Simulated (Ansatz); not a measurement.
# ScAl2Ru2: relaxing a made-up structure

Starting from a made-up structure for ScAl2Ru2, the aim is the relaxed cell, its shortest contacts and, where a second run follows, its electronic structure.

Method: DFT, r2SCAN, plane-wave PAW, files of the set soft_1, scalar-relativistic, no spin, cell and ions relaxed at zero pressure; PAW set soft_1, in Ansatz 0.2.0.

## 1. The starting structure

Symmetry: P-3m1, No. 164, trigonal system. Conventional cell: a = 4.309 Å, b = 4.309 Å, c = 5.214 Å, α = 90.00°, β = 90.00°, γ = 120.00°. Nearest to Ru lie 3 Sc at 2.60 Å and 5 Al at 2.60 to 2.72 Å. Sc has 6 Ru at 2.60 Å nearest. Al has 5 Ru at 2.60 to 2.72 Å and 3 Al at 2.91 Å nearest. Farther neighbours are not listed.

Coordinates:

```cif
data_structure
_symmetry_space_group_name_H-M 'P 1'
_symmetry_Int_Tables_number 1
_cell_length_a 4.3090
_cell_length_b 4.3090
_cell_length_c 5.2140
_cell_angle_alpha 90.000
_cell_angle_beta 90.000
_cell_angle_gamma 120.000
_cell_volume 83.84
loop_
_atom_site_label
_atom_site_type_symbol
_atom_site_fract_x
_atom_site_fract_y
_atom_site_fract_z
_atom_site_occupancy
Ru1 Ru 0.66667 0.33333 0.85420 1
Ru2 Ru 0.33333 0.66667 0.14580 1
Sc3 Sc 0.00000 0.00000 0.00000 1
Al4 Al 0.66667 0.33333 0.35470 1
Al5 Al 0.33333 0.66667 0.64530 1
```

## 2. Relaxing cell and atoms

The guessed cell has no reason to be at equilibrium. It is relaxed with the atoms, within the space group of the guess.

File input.yaml:

```yaml
crystal:
  lattice:
    - [4.309, 0.0, 0.0]
    - [-2.1545, 3.731703465, 0.0]
    - [0.0, 0.0, 5.214]
  atoms:
    - { symbol: Ru, position: [0.666666667, 0.333333333, 0.8542] }
    - { symbol: Ru, position: [0.333333333, 0.666666667, 0.1458] }
    - { symbol: Sc, position: [0.0, 0.0, 0.0] }
    - { symbol: Al, position: [0.666666667, 0.333333333, 0.3547] }
    - { symbol: Al, position: [0.333333333, 0.666666667, 0.6453] }
kpoints:
  mp_grid: { grid: [7, 7, 5] }
scf:
  occupations: { method: fermi_dirac, width: 0.05 }
hamiltonian:
  xc: r2scan
  pseudopotentials: { kind: paw, azcp: { folder: soft_1 } }
relax:
  f_tol: 0.015
  max_steps: 70
  cell: {}
output:
  forces: true
  stress: true
```

On the command line:

```sh
$ ansatz run input.yaml --threads 4 --pin off --max-ram 10240MiB --backend cpu --events-out ev --progress --plain --runs-dir out
```

Numbers of over 12 decimals in the logs are rounded to 6 here.

The program printed:

```text
Engine: ansatz 0.2.0, x86_64-unknown-linux-gnu
Pseudopotentials: kind: paw
Pseudopotential: Ru, paw, valence charge 16, recommended cutoff 500 eV (meta_gga), soft_1/Ru.paw.azcp
Pseudopotential: Sc, paw, valence charge 11, recommended cutoff 500 eV (meta_gga), soft_1/Sc.paw.azcp
Pseudopotential: Al, paw, valence charge 3, recommended cutoff 500 eV (meta_gga), soft_1/Al.paw.azcp
Functional definition: r2SCAN
  parameter k0 = 0.174
  parameter k1 = 0.065
  parameter a1 = 4.9479
  exchange = r2scan_x(k0 = k0, k1 = k1, a1 = a1)
  correlation = r2scan_c
Crystal: 5 atoms, lattice volume = 83.841 Å³
Basis set: ecut = 500 eV, 2149 PW (Γ), exchange–correlation on 128×128×160 points (64 copies of the dense FFT grid, shifted against one another)
Bands: 30, of which v1, the nominal top of the filled ones, is band 25 counted from 1 (24 counted from 0)
Symmetry: 12 space group operations
Space group: P-3m1 (ITA 164), of the structure as read, at distance tolerance 4.4e-5 Å
k-points: 32 of 245
Non-local potential: Ru, projectors of the file, l = 0: 3, l = 1: 2, l = 2: 2, l = 3: 1
Non-local potential: Sc, projectors of the file, l = 0: 3, l = 1: 2, l = 2: 3, l = 3: 1
Non-local potential: Al, projectors of the file, l = 0: 2, l = 1: 2, l = 2: 1
PAW form: soft (Blöchl's): semilocal exchange-correlation on the pseudo side does not see the compensation charge
PAW frozen core: Ru, regenerated for the run's functional (the file was generated under x = pbe(κ = 0.804, μ = 0.219515), c = pbe(β = 0.066725))
PAW frozen core: Sc, regenerated for the run's functional (the file was generated under x = pbe(κ = 0.804, μ = 0.219515), c = pbe(β = 0.066725))
PAW frozen core: Al, regenerated for the run's functional (the file was generated under x = pbe(κ = 0.804, μ = 0.219515), c = pbe(β = 0.066725))
PAW one-centre angular grid: Ru, 590 points (default); XC on 160 Gauss nodes
PAW one-centre angular grid: Sc, 590 points (default); XC on 224 Gauss nodes
PAW one-centre angular grid: Al, 302 points (default); XC on 160 Gauss nodes
Initial density: superposition of atomic densities (chi_scale 0.1, normalization cell, long waves kept (reshape's long-wave potential 0.00 eV rms))
Initial wavefunctions: pseudopotential atomic-orbital guess
Functional: x = r2scan, c = r2scan; τ floored in thin density (d = 2e-4 eV/Å³)
SCF iter   1: F=—  HF=-15008.320754 eV  |F-HF|=—  |Δ(HF+E_count)|=         —  Δρ=1.57e-1  dr2=3.41e1  dr2_τ=1.20e0  ethr=3.10e-3  ⟨swp⟩=6.4  Hψ=3953  notcnv=0
preconditioner: auto → Kerker (q_TF=auto, 2.495 Å⁻¹)  [metal: Δε(μ)=0.034 eV  Ē_g=4.459 eV  σ=0.050 eV  W_gap=0.17  n_scr=22 (ndim 8)  ℏωp=20.3 eV  f_vac=0.000  D(μ)=5.05/eV (n_scr^D=52)]
SCF iter   2: F=—  HF=-15005.924351 eV  |F-HF|=—  |Δ(HF+E_count)|=    2.40e0  Δρ=8.02e-2  dr2=9.90e0  dr2_τ=2.29e0  ethr=3.10e-3  ⟨swp⟩=4.0  Hψ=2521  notcnv=0
SCF iter   3: F=—  HF=-15004.958274 eV  |F-HF|=—  |Δ(HF+E_count)|=   9.66e-1  Δρ=2.74e-2  dr2=1.25e0  dr2_τ=2.79e-2  ethr=3.10e-3  ⟨swp⟩=2.9  Hψ=1897  notcnv=0  defer=9
SCF iter   4: F=—  HF=-15004.915823 eV  |F-HF|=—  |Δ(HF+E_count)|=   4.25e-2  Δρ=1.91e-2  dr2=5.44e-1  dr2_τ=3.36e-2  ethr=2.55e-3  ⟨swp⟩=3.3  Hψ=1973  notcnv=0  defer=8
SCF iter   5: F=—  HF=-15004.888272 eV  |F-HF|=—  |Δ(HF+E_count)|=   2.76e-2  Δρ=1.50e-2  dr2=3.32e-1  dr2_τ=1.33e-2  ethr=1.11e-3  ⟨swp⟩=2.1  Hψ=1235  notcnv=0  defer=5
SCF iter   6: F=—  HF=-15004.846867 eV  |F-HF|=—  |Δ(HF+E_count)|=   4.14e-2  Δρ=2.57e-3  dr2=1.00e-2  dr2_τ=1.98e-4  ethr=6.78e-4  ⟨swp⟩=2.7  Hψ=1377  notcnv=0  defer=3
SCF iter   7: F=—  HF=-15004.845649 eV  |F-HF|=—  |Δ(HF+E_count)|=   1.22e-3  Δρ=7.88e-4  dr2=8.92e-4  dr2_τ=3.45e-5  ethr=2.05e-5  ⟨swp⟩=2.1  Hψ=1517  notcnv=0  defer=3
SCF iter   8: F=—  HF=-15004.845651 eV  |F-HF|=—  |Δ(HF+E_count)|=   1.64e-6  Δρ=3.99e-4  dr2=2.68e-4  dr2_τ=6.87e-6  ethr=1.82e-6  ⟨swp⟩=1.5  Hψ=999  notcnv=0  defer=3
SCF iter   9: F=—  HF=-15004.845621 eV  |F-HF|=—  |Δ(HF+E_count)|=   3.02e-5  Δρ=1.70e-4  dr2=4.97e-5  dr2_τ=1.13e-6  ethr=5.48e-7  ⟨swp⟩=1.2  Hψ=989  notcnv=0  defer=3
SCF iter  10: F=—  HF=-15004.845613 eV  |F-HF|=—  |Δ(HF+E_count)|=   8.11e-6  Δρ=1.35e-5  dr2=2.41e-7  dr2_τ=7.33e-9  ethr=1.01e-7  ⟨swp⟩=2.2  Hψ=1331  notcnv=0  defer=3
SCF iter  11: F=-15004.845613 eV  HF=-15004.845613 eV  |F-HF|=4.78e-8  |Δ(HF+E_count)|=   3.64e-8  Δρ=6.55e-6  dr2=5.71e-8  dr2_τ=4.43e-9  ethr=2.04e-10  ⟨swp⟩=4.7  Hψ=3144  notcnv=0
SCF 1 converged in 11 iterations: F = -15004.845613 eV  dr2 = 5.71e-8
  greatest PAW one-centre occupation: 0.999 electrons in one spin orbital (limit 2), on the Ru atom at site 1 (counted from 0), in its partial waves of l = 0
relax step   1: F+E_penalty+E_count = -15004.84561276 eV  Δ(F+E_penalty+E_count) = +0.000e0 eV  max|allowed force component| = 1.142e0 eV/Å  Δτ_max = 0.0000 Å  P = -0.734 GPa  Ω = 83.841 Å³  (11 SCF iters, dr2 threshold 1.00e-7 eV, accepted)
Crystal: 5 atoms, lattice volume = 82.899 Å³
Basis set: ecut = 500 eV, 2065 PW (Γ), exchange–correlation on 128×128×160 points (64 copies of the dense FFT grid, shifted against one another)
Initial density: handed on by an earlier stage of this run
Initial wavefunctions: those handed on with the density
iter 1 solved again at ethr=1.63e-4 eV; its pass at ethr=3.10e-3 eV (dr2=8.01e-2 eV) is discarded
SCF iter   1: F=—  HF=-15004.402500 eV  |F-HF|=—  |Δ(HF+E_count)|=         —  Δρ=1.07e-2  dr2=8.16e-2  dr2_τ=1.83e0  ethr=1.63e-4  ⟨swp⟩=1.2  Hψ=5189  notcnv=0
preconditioner: auto → Kerker (q_TF=auto, 2.499 Å⁻¹)  [metal: Δε(μ)=0.101 eV  Ē_g=4.948 eV  σ=0.050 eV  W_gap=0.41  n_scr=22 (ndim 8)  ℏωp=20.4 eV  f_vac=0.001  D(μ)=2.46/eV (n_scr^D=20)]
SCF iter   2: F=—  HF=-15004.993891 eV  |F-HF|=—  |Δ(HF+E_count)|=   5.91e-1  Δρ=6.39e-3  dr2=2.10e-2  dr2_τ=2.13e-3  ethr=1.63e-4  ⟨swp⟩=2.0  Hψ=1921  notcnv=0
preconditioner: auto → Resta (q_TF=auto, 2.499 Å⁻¹)  ε∞=17.9  [insulator: Δε(μ)=0.136 eV  Ē_g=4.959 eV  σ=0.050 eV  W_gap=0.52  n_scr=22 (ndim 8)  ℏωp=20.4 eV  f_vac=0.001  D(μ)=2.47/eV (n_scr^D=20)  ε∞_Penn≈17.9]
SCF iter   3: F=—  HF=-15004.994409 eV  |F-HF|=—  |Δ(HF+E_count)|=   5.17e-4  Δρ=3.04e-3  dr2=5.74e-3  dr2_τ=6.23e-4  ethr=4.29e-5  ⟨swp⟩=2.7  Hψ=1643  notcnv=0
SCF iter   4: F=—  HF=-15004.995542 eV  |F-HF|=—  |Δ(HF+E_count)|=   1.13e-3  Δρ=1.82e-3  dr2=4.75e-3  dr2_τ=4.91e-4  ethr=1.17e-5  ⟨swp⟩=2.0  Hψ=1333  notcnv=0
SCF iter   5: F=—  HF=-15004.994973 eV  |F-HF|=—  |Δ(HF+E_count)|=   5.68e-4  Δρ=3.42e-4  dr2=1.35e-4  dr2_τ=7.71e-6  ethr=9.69e-6  ⟨swp⟩=2.0  Hψ=1243  notcnv=0
SCF iter   6: F=—  HF=-15004.994978 eV  |F-HF|=—  |Δ(HF+E_count)|=   4.57e-6  Δρ=1.10e-4  dr2=8.17e-6  dr2_τ=5.79e-7  ethr=2.76e-7  ⟨swp⟩=2.0  Hψ=1359  notcnv=0
SCF iter   7: F=—  HF=-15004.994979 eV  |F-HF|=—  |Δ(HF+E_count)|=   1.54e-6  Δρ=3.17e-5  dr2=1.69e-6  dr2_τ=3.70e-8  ethr=1.67e-8  ⟨swp⟩=2.0  Hψ=1342  notcnv=0
SCF iter   8: F=-15004.994980 eV  HF=-15004.994980 eV  |F-HF|=8.11e-8  |Δ(HF+E_count)|=   9.55e-8  Δρ=1.20e-5  dr2=2.54e-7  dr2_τ=4.58e-9  ethr=1.02e-9  ⟨swp⟩=4.0  Hψ=3061  notcnv=0
SCF 2 converged in 8 iterations: F = -15004.994980 eV  dr2 = 2.54e-7
relax step   2: F+E_penalty+E_count = -15004.99497951 eV  Δ(F+E_penalty+E_count) = -1.494e-1 eV  max|allowed force component| = 2.656e-1 eV/Å  Δτ_max = 0.1037 Å  P = +0.153 GPa  Ω = 82.899 Å³  energy of the carried Pulay correction = +2.327e-4 eV  (8 SCF iters, dr2 threshold 5.00e-7 eV, accepted)
Crystal: 5 atoms, lattice volume = 82.981 Å³
iter 1 solved again at ethr=1.97e-5 eV; its pass at ethr=3.10e-3 eV (dr2=9.64e-3 eV) is discarded
SCF iter   1: F=—  HF=-15005.002074 eV  |F-HF|=—  |Δ(HF+E_count)|=         —  Δρ=2.16e-3  dr2=9.58e-3  dr2_τ=3.02e-3  ethr=1.97e-5  ⟨swp⟩=1.4  Hψ=3982  notcnv=0
preconditioner: auto → Kerker (q_TF=auto, 2.499 Å⁻¹)  [metal: Δε(μ)=0.096 eV  Ē_g=4.937 eV  σ=0.050 eV  W_gap=0.38  n_scr=22 (ndim 8)  ℏωp=20.4 eV  f_vac=0.001  D(μ)=2.41/eV (n_scr^D=20)]
SCF iter   2: F=—  HF=-15005.003418 eV  |F-HF|=—  |Δ(HF+E_count)|=   1.34e-3  Δρ=1.39e-3  dr2=3.85e-3  dr2_τ=6.02e-5  ethr=1.95e-5  ⟨swp⟩=1.0  Hψ=960  notcnv=0
SCF iter   3: F=—  HF=-15005.002852 eV  |F-HF|=—  |Δ(HF+E_count)|=   5.67e-4  Δρ=2.47e-4  dr2=4.51e-5  dr2_τ=7.50e-6  ethr=7.87e-6  ⟨swp⟩=2.0  Hψ=1351  notcnv=0
SCF iter   4: F=—  HF=-15005.002851 eV  |F-HF|=—  |Δ(HF+E_count)|=   7.51e-7  Δρ=9.96e-5  dr2=1.16e-5  dr2_τ=9.47e-7  ethr=9.21e-8  ⟨swp⟩=2.0  Hψ=1378  notcnv=0
SCF iter   5: F=—  HF=-15005.002851 eV  |F-HF|=—  |Δ(HF+E_count)|=   5.05e-7  Δρ=7.93e-5  dr2=8.80e-6  dr2_τ=9.23e-7  ethr=2.37e-8  ⟨swp⟩=2.0  Hψ=1334  notcnv=0
SCF iter   6: F=-15005.002850 eV  HF=-15005.002850 eV  |F-HF|=5.36e-8  |Δ(HF+E_count)|=   9.17e-7  Δρ=1.50e-5  dr2=2.59e-7  dr2_τ=8.99e-9  ethr=1.02e-9  ⟨swp⟩=3.9  Hψ=3624  notcnv=0
SCF 3 converged in 6 iterations: F = -15005.002850 eV  dr2 = 2.59e-7
relax step   3: F+E_penalty+E_count = -15005.00285041 eV  Δ(F+E_penalty+E_count) = -7.871e-3 eV  max|allowed force component| = 3.162e-2 eV/Å  Δτ_max = 0.0287 Å  P = +0.154 GPa  Ω = 82.981 Å³  energy of the carried Pulay correction = +2.123e-4 eV  (6 SCF iters, dr2 threshold 5.00e-7 eV, accepted)
[...]
relax step   4: F+E_penalty+E_count = -15005.00363676 eV  Δ(F+E_penalty+E_count) = -7.864e-4 eV  max|allowed force component| = 5.172e-3 eV/Å  Δτ_max = 0.0115 Å  P = -0.079 GPa  Ω = 83.157 Å³  energy of the carried Pulay correction = +1.686e-4 eV  (6 SCF iters, dr2 threshold 1.66e-7 eV, accepted)
[...]
relax step   5: F+E_penalty+E_count = -15005.00366870 eV  Δ(F+E_penalty+E_count) = -3.194e-5 eV  max|allowed force component| = 2.271e-3 eV/Å  Δτ_max = 0.0013 Å  P = +0.054 GPa  Ω = 83.084 Å³  energy of the carried Pulay correction = +1.868e-4 eV  (5 SCF iters, dr2 threshold 3.81e-8 eV, accepted)
[...]
relax step   6: F+E_penalty+E_count = -15005.00366737 eV  Δ(F+E_penalty+E_count) = +1.337e-6 eV  max|allowed force component| = 4.225e-5 eV/Å  Δτ_max = 0.0004 Å  P = +0.000 GPa  Ω = 83.114 Å³  energy of the carried Pulay correction = +1.793e-4 eV  (4 SCF iters, dr2 threshold 1.01e-8 eV, accepted)
Initial wavefunctions: pseudopotential atomic-orbital guess (no wavefunctions were taken with the density)
iter 1 solved again at ethr=4.01e-8 eV; its pass at ethr=3.10e-3 eV (dr2=1.97e-5 eV) is discarded
SCF iter   1: F=—  HF=-15005.003191 eV  |F-HF|=—  |Δ(HF+E_count)|=         —  Δρ=2.29e-4  dr2=1.03e-6  dr2_τ=2.54e-6  ethr=4.01e-8  ⟨swp⟩=4.0  Hψ=7025  notcnv=0
SCF iter   2: F=—  HF=-15005.003412 eV  |F-HF|=—  |Δ(HF+E_count)|=   2.21e-4  Δρ=1.16e-4  dr2=2.62e-7  dr2_τ=2.59e-6  ethr=2.09e-9  ⟨swp⟩=2.0  Hψ=1361  notcnv=0
SCF iter   3: F=—  HF=-15005.003499 eV  |F-HF|=—  |Δ(HF+E_count)|=   8.62e-5  Δρ=1.12e-5  dr2=8.62e-8  dr2_τ=2.46e-8  ethr=5.35e-10  ⟨swp⟩=2.0  Hψ=1652  notcnv=0
SCF iter   4: F=—  HF=-15005.003499 eV  |F-HF|=—  |Δ(HF+E_count)|=   3.50e-7  Δρ=2.77e-6  dr2=4.29e-9  dr2_τ=7.35e-10  ethr=1.76e-10  ⟨swp⟩=2.0  Hψ=1272  notcnv=0
SCF iter   5: F=—  HF=-15005.003499 eV  |F-HF|=—  |Δ(HF+E_count)|=   1.65e-8  Δρ=6.92e-7  dr2=8.32e-10  dr2_τ=4.42e-11  ethr=8.75e-12  ⟨swp⟩=2.0  Hψ=1361  notcnv=0
SCF iter   6: F=—  HF=-15005.003499 eV  |F-HF|=—  |Δ(HF+E_count)|=  1.36e-10  Δρ=2.74e-7  dr2=1.15e-10  dr2_τ=3.17e-12  ethr=1.70e-12  ⟨swp⟩=2.1  Hψ=1307  notcnv=0
SCF iter   7: F=-15005.003499 eV  HF=-15005.003499 eV  |F-HF|=5.46e-12  |Δ(HF+E_count)|=  4.91e-11  Δρ=6.67e-8  dr2=4.39e-12  dr2_τ=1.78e-13  ethr=1.00e-12  ⟨swp⟩=4.0  Hψ=3001  notcnv=0
SCF 7 converged in 7 iterations: F = -15005.003499 eV  dr2 = 4.39e-12
relax step   7: F+E_penalty+E_count = -15005.00349897 eV  Δ(F+E_penalty+E_count) = +1.684e-4 eV  max|allowed force component| = 8.488e-5 eV/Å  Δτ_max = 0.0000 Å  P = +0.001 GPa  Ω = 83.114 Å³  stress off target by 2.51e-3 GPa  SCF on the basis re-selected at this cell (its energy is not comparable with the rows above)  (7 SCF iters)
basis re-selected at this cell: Δ(F+E_penalty+E_count) = +1.684e-4 eV, ΔP = +0.001 GPa vs the last step (what re-selecting the basis moved, of the pressure what is left beyond the Pulay correction that the steps carried, after the strain that the cell walked since its last selection, with what the two solves' SCF thresholds leave and, on support functions, any second-order correction that the steps lacked; it is no m [...]
SCF converged after 7 iterations
Free energy (F): -15005.003499 eV
Harris-Foulkes:  -15005.003499 eV  (|F-HF|=5.46e-12)
Internal energy: -15004.983536 eV  (E = F + TS)
E sigma→0 (E₀):  -15004.993518 eV
Entropy (-TS):   -0.019963 eV (-3.993 meV/atom)
Fermi energy:    12.684925 eV
--- Per-component energies (eV) ---
  E_band       = -531.148681
  E_kinetic    = 1182.577102
  E_local      = -5376.171894  (includes V_loc(G=0)·N_el)
  E_nonlocal   = 996.157518
  E_hartree    = 2031.636284
  E_xc         = -480.091591
  E_vxc        = -659.704747  (∫ρ·V_xc dr)
  E_paw        = -8993.554428  (= ΣΔE_a)
  E_vpaw       = -783.161908  (= ΣTr[D̂ρ^β])
  E_aug_tail   = 0.001279  (compensation charges beyond the density's cutoff)
  E_vtau       = 45.881388  (kinetic-family band-sum trace: ∫τ·v_τ [+ j·A + Jᵃ·Aᵃ] dr)
  E_ewald      = -4364.557194
  E_core_change = -0.980612  (= ΣΔE_core)
  E_smearing   = -0.019963  (= −TS)
  E_closure    = 0.000000  (closes the sum)
  Σ components = -15005.003499   (vs F -15005.003499, Δ=0.00e0)
--- Forces (eV/Å), atoms counted from 1 ---
  atom   1  Ru     0.00000000    -0.00000000     0.00008488
  atom   2  Ru    -0.00000000    -0.00000000    -0.00008488
  atom   3  Sc     0.00000000     0.00000000     0.00000000
  atom   4  Al     0.00000000     0.00000000     0.00002083
  atom   5  Al     0.00000000     0.00000000    -0.00002083
  max |Σ_I F_I| component: 2.78e-17 eV/Å
--- Stress (GPa, compression-positive) ---
        0.002513      -0.000000       0.000000
       -0.000000       0.002513      -0.000000
       -0.000000      -0.000000      -0.001311
  P = ⅓ Tr σ = 0.0012 GPa (0.012 kbar)
--- Relaxed structure (6 steps of the walk, 6 accepted, 1 SCFs on fresh bases) ---
  F+E_penalty+E_count = -15005.00349897 eV   max|allowed force component| = 8.488e-5 eV/Å   (the final SCF, on the basis selected at the relaxed cell)
  cell:  # Å, volume = 83.1142 Å³
    - [4.350830, 0, -8.576683490533798e-18]
    - [-2.175415, 3.767930, 4.288341745266913e-18]
    - [-1.0378005968690374e-17, 0, 5.069907]
  atoms:
    - { symbol: Ru, position: [0.666667, 0.333333, 0.831814] }
    - { symbol: Ru, position: [0.333333, 0.666667, 0.168186] }
    - { symbol: Sc, position: [0, 0, 2.4952869332232543e-19] }
    - { symbol: Al, position: [0.666667, 0.333333, 0.343381] }
    - { symbol: Al, position: [0.333333, 0.666667, 0.656619] }
```

The job ended after 6.2 s (4 threads of AMD EPYC 9B45 (Zen 5), shared host; peak memory 0.7 GiB).

The steps of the relaxation:

```csv
step,energy less that of the first step (eV),largest force component (eV/Å),pressure (GPa),volume (Å³)
1,0.0000,1.1420,-0.73,83.84
2,-0.1494,0.2656,0.15,82.90
3,-0.1572,0.0316,0.15,82.98
4,-0.1580,0.0052,-0.08,83.16
5,-0.1581,0.0023,0.05,83.08
6,-0.1581,0.0000,0.00,83.11
7*,-0.1579,0.0001,0.00,83.11
```

Relaxation steps marked * repeat the geometry before them on a plane-wave basis chosen anew for their cell, so energy and pressure can jump there.

Forces are held to the 12 operations that the run works with; a distortion that breaks them can't arise in this run.

```csv
"conventional cell, symmetrised",before,after,change
a (Å),4.309,4.351,+1.0 %
b (Å),4.309,4.351,+1.0 %
c (Å),5.214,5.070,-2.8 %
volume (Å³/atom),16.77,16.62,-0.9 %
```

The atoms that moved most (Å, as changes of fractional coordinates times the final cell):

```csv
atom,dx,dy,dz,length
Ru1,0.000,0.000,-0.113,0.113
Ru2,0.000,0.000,0.113,0.113
Al4,0.000,0.000,-0.057,0.057
Al5,0.000,0.000,0.057,0.057
```

The relaxed structure:

```
Ru Sc Al
1.0
     4.35083    0.00000    0.00000
    -2.17542    3.76793    0.00000
     0.00000    0.00000    5.06991
Ru Sc Al
2 1 2
Direct
  0.66667 0.33333 0.83181
  0.33333 0.66667 0.16819
  0.00000 0.00000 0.00000
  0.66667 0.33333 0.34338
  0.33333 0.66667 0.65662
```

Numbers from this step:

```yaml
free_energy: -15005.0035 eV
energy_at_zero_smearing: -15004.9935 eV
smearing_term_ts: 0.01996 eV
fermi_energy: 12.68 eV
electrons: 49
symmetry_operations: 12
pressure: 0.001239 GPa
```

Shortest distances by pair of elements, guess and relaxed (not always the same contact):

```csv
pair,guess (Å),relaxed (Å)
Al–Ru,2.604,2.476
Ru–Sc,2.601,2.653
Al–Al,2.913,2.972
Ru–Ru,2.916,3.036
Al–Sc,3.100,3.056
```

The relaxation ends with a largest force component of 8.5e-5 eV/Å and a pressure of 0.00 GPa.

## 3. Results

```json
{
  "space group, relaxed": "P-3m1",
  "conventional cell": "a = 4.351, b = 4.351, c = 5.070 Å; α = 90.0°, β = 90.0°, γ = 120.0°",
  "volume per atom": "16.62 Å³ (guess 16.77)"
}
```

In words: ScAl2Ru2 relaxes to P-3m1 with a = 4.351, b = 4.351 and c = 5.070 Å. The guessed volume was near the relaxed one. The space group P-3m1 was held in the relaxation, so the end point is a stationary structure within it and may be a saddle against distortions or other arrangements. Mesh and cutoff weren't tested. No dispersion term is used, so weakly bound directions may come out too long. The runs have no spin, and magnetism wasn't tested. Nothing here tests whether the compound is stable against decomposition.

[Logs are printed without paths, hosts, clocks, repeated set-up lines and the standing remarks that a program may print on its own settings, such as how far it seeks lower states.]

[Hosts, paths, dates, database ids (printed as entryN), source tags and the programs' standing remarks are cut or masked in the printed files.]
